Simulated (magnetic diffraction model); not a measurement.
# Er6VTe2: the ordered moment from one line

Space group P-62m (no. 189), a = 8.2260 Å, c = 4.1540 Å.

| site | atom | x | y | z |
| --- | --- | --- | --- | --- |
| 3f | Er | 0.2383 | 0.2383 | 0 |
| 3g | Er | 0.6141 | 0.6141 | 1/2 |
| 2c | Te | 2/3 | 1/3 | 0 |
| 1b | V | 0 | 0 | 1/2 |

This is a made-up structure (elements placed in a structure type, unrelaxed), so the numbers test the method and describe no known phase.

Only Er is taken to order (form factors of Er3+); orders and moment sizes are assumed, and not adapted to the symmetry. Radiation: neutrons of λ = 1.909 Å, 3° to 50°; isotropic B of 0.17 Å² (Er), 0.17 Å² (Te) and 0.31 Å² (V). Simulated constant-wavelength pattern: nuclear and magnetic terms add, the magnetic one as |2.695 fm × Σ f S⊥ exp(2πi Q·r) exp(−B s²)|², summed over all Q at one angle with the factor 1/(sin²θ cos θ). For collinear order S is the moment m, which repeats by lattice and centring translations R with the sign exp(−2πi k·R). Free-ion form factors, Sears's scattering lengths of 1992, no absorption; a label names one of the reflections at its angle. The strongest nuclear line in the range is 100, and lines under 0.2 are left out.

In a first state the assumed order is k = (0 0 0), collinear moments along [120], 5 μB on Er; signs + at (0.2383, 0.2383, 0), − at (0, 0.7617, 0), + at (0.7617, 0, 0), + at (0.6141, 0.6141, 1/2), − at (0, 0.3859, 1/2), + at (0.3859, 0, 1/2), with this pattern:

```
2θ (°)    index  nuclear  magnetic
 15.40  (1 0 0)      0.3     150.7
 26.57  (0 0 1)      3.6       0.0
 26.84  (1 1 0)      3.6      13.7
 30.85  (1 0 1)      6.3     124.7
 31.09  (2 0 0)      0.8      50.2
 38.12  (1 1 1)    100.0      44.0
 41.34  (2 0 1)     34.9      24.9
 41.52  (2 1 0)     58.9      19.7
 47.40  (3 0 0)     26.5      16.2
 49.98  (2 1 1)     23.0      65.0
```

**Question.** Nearer the ordering temperature the line at 15.40° has total intensity 38.0 on the same scale, and all moments have shrunk alike. How large is the Er moment?

The nuclear part, 0.3, stays, so the magnetic part is 37.7 against 150.7. It goes as m², so m = 5 × √(37.7/150.7) = 2.50 μB; the value used was 2.5 μB.

[Logs are printed without paths, hosts, clocks, repeated set-up lines and the standing remarks that a program may print on its own settings, such as how far it seeks lower states.]
